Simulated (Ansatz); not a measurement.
## PtSe2 (1T monolayer): the PBE gap against the k mesh of the density

Aim: see how gap, energy and time of PtSe2 (1T monolayer) follow the k mesh of the density.

Method: DFT, PBE, plane waves, PAW, in Ansatz 0.2.0.

This is a report of a sequence of runs, with most program output left out.

**1. The structure**

The cell holds 3 atoms: 1 Pt and 2 Se. Cell: a = 3.750 Å, b = 3.750 Å, c = 30.062 Å, α = 90.0°, β = 90.0°, γ = 120.0°. Vacuum lies along c.

The structure was relaxed with PBE. The runs that relaxed it are not among those shown. Spin-orbit coupling is left out unless a step names it. The default PAW set here is soft_2. Its files were made with PBE. The Coulomb interaction is cut off across the vacuum.

**2. k mesh of the density: 3×3×1**

Contents of input.yaml:

```yaml
crystal:
  lattice:
    - [3.7504539886, 0.0, 0.0]
    - [-1.8752269943, 3.2479884299, 0.0]
    - [0.0, 0.0, 30.0620632936]
  atoms:
    - { symbol: Pt, position: [0.0, 0.0, 0.2993806484] }
    - { symbol: Se, position: [0.3333333333, 0.6666666667, 0.3428075459] }
    - { symbol: Se, position: [0.6666666667, 0.3333333333, 0.2559537508] }
  periodic: [true, true, false]
kpoints:
  mp_grid: { grid: [3, 3, 1] }
  band_path:
    path:
      - [0.0, 0.0, 0.0]
      - [0.5, 0.0, 0.0]
      - [0.3333333333, 0.3333333333, 0.0]
      - [0.0333333333, 0.0333333333, 0.0]
      - [0.0, 0.25, 0.0]
      - [0.2, 0.0, 0.0]
    npoints: 1
hamiltonian:
  xc: pbe
scf:
  occupations: { method: fixed }
  n_extra_bands: 5
output:
  eigenvalues: true
  forces: true
  stress: true
  write_density: true
  write_potential: true
  elf: true
  volumetric_format: npy
```

On the command line:

```
> ansatz run input.yaml --threads 3 --pin off --max-ram 92160MiB --backend cuda --events-out ev --progress --plain --runs-dir out --devices 1 --max-vram 13GiB  # rebuilt from the run's record
```

It took 7.2 s on 1 × NVIDIA H100 80GB HBM3 (shared by 6 runs) with 3 threads of AMD EPYC 7R13 (Zen 3), shared host; peak memory 1 GiB.

Numbers from this step:

```yaml
gap: 1.388 eV
valence_top_at: k = (0.033, 0.033, 0.000)
conduction_bottom_at: k = (0.000, 0.250, 0.000)
least_direct_gap: 1.594 eV
```

The gap is indirect, with the least direct gap 0.21 eV higher.

**3. k mesh of the density: 6×6×1**

input.yaml: that of step 2 with these lines changed.

```diff
@@ -11,3 +11,3 @@
 kpoints:
-  mp_grid: { grid: [3, 3, 1] }
+  mp_grid: { grid: [6, 6, 1] }
   band_path:
```

Elapsed: 4.9 s, on 1 × NVIDIA H100 80GB HBM3 (shared by 6 runs) with 3 threads; peak memory 1.1 GiB; 4.8 s of CPU time.

Numbers from this step:

| Property | Result |
| --- | --- |
| gap | 1.410 eV |
| valence top at | k = (0.033, 0.033, 0.000) |
| conduction bottom at | k = (0.000, 0.250, 0.000) |
| least direct gap | 1.550 eV |

The gap is 1.410 eV, +0.021 eV from the run before at this level.

**4. k mesh of the density: 12×12×1 (the default)**

input.yaml, the sections that differ from step 3:

```yaml
kpoints:
  mp_grid: { grid: [12, 12, 1] }
  band_path:
    path:
      - [0, 0, 0]
      - [0.5, 0, 0]
      - [0.3333333333333, 0.3333333333333, 0]
      - [0, 0, 0]
    npoints: 10
scf:
  occupations: { method: fermi_dirac, width: 0.02 }
  n_extra_bands: 5
# crystal, hamiltonian, output: as in step 3
```

Run time: 4.8 s. Hardware: 1 × NVIDIA H100 80GB HBM3 (shared by 6 runs) with 3 threads; peak memory 1.1 GiB; 5.2 s of CPU time.

This step gave:

| Item | Value |
| --- | --- |
| gap | 1.409 eV |
| valence top at | k = (0.033, 0.033, 0.000) |
| conduction bottom at | k = (0.000, 0.250, 0.000) |
| least direct gap | 1.552 eV |

The gap is 1.409 eV, −0.001 eV from the run before at this level.

**5. The series**

Differences are against the last row; a negative gap means that bands overlap, and a run with a band path holds that path's time. Times are wall times on 1 × NVIDIA H100 80GB HBM3 (shared by 6 runs) with 3 threads of AMD EPYC 7R13 (Zen 3), shared host, good to a factor of about two.

```tsv
k mesh of the density	gap (eV)	direct gap (eV)	gap error (eV)	energy error (meV/atom)	irreducible k	time
3×3×1	1.388	1.594	−0.020	−32.1	3	7.2 s
6×6×1	1.410	1.550	+0.001	+0.3	7	4.9 s
12×12×1	1.409	1.552	+0.000	+0.0	19	4.8 s
```

**6. Results**

```json
{"3×3×1": "1.388 eV", "6×6×1": "1.410 eV", "12×12×1": "1.409 eV"}
```

What this shows: The gap holds to 0.02 eV from 6×6×1 on. At 3×3×1 the gap is off by −0.020 eV and the energy by −32 meV/atom. The gap is read over the mesh and added points near the edges, so meshes differ mainly through the density and, for a hybrid, the exchange operator. The runs have no spin polarisation. For a closed low-spin shell that is the natural state; where a d or f shell is open it is a constraint, and the gap is then not the crystal's own.

[Paths, hosts, dates, memory and timing lines, banners, echoed tables and standing remarks are left out of the program output.]

[Logs are printed without paths, hosts, clocks, repeated set-up lines and the standing remarks that a program may print on its own settings, such as how far it seeks lower states.]

[Runs of the session that timed out or met a known fault of the program may be left out.]

[Cells called generated may have been cut or substituted from an entry of the Crystallography Open Database or the Materials Project.]

[Hosts, paths, dates, database ids (printed as entryN), source tags and the programs' standing remarks are cut or masked in the printed files.]
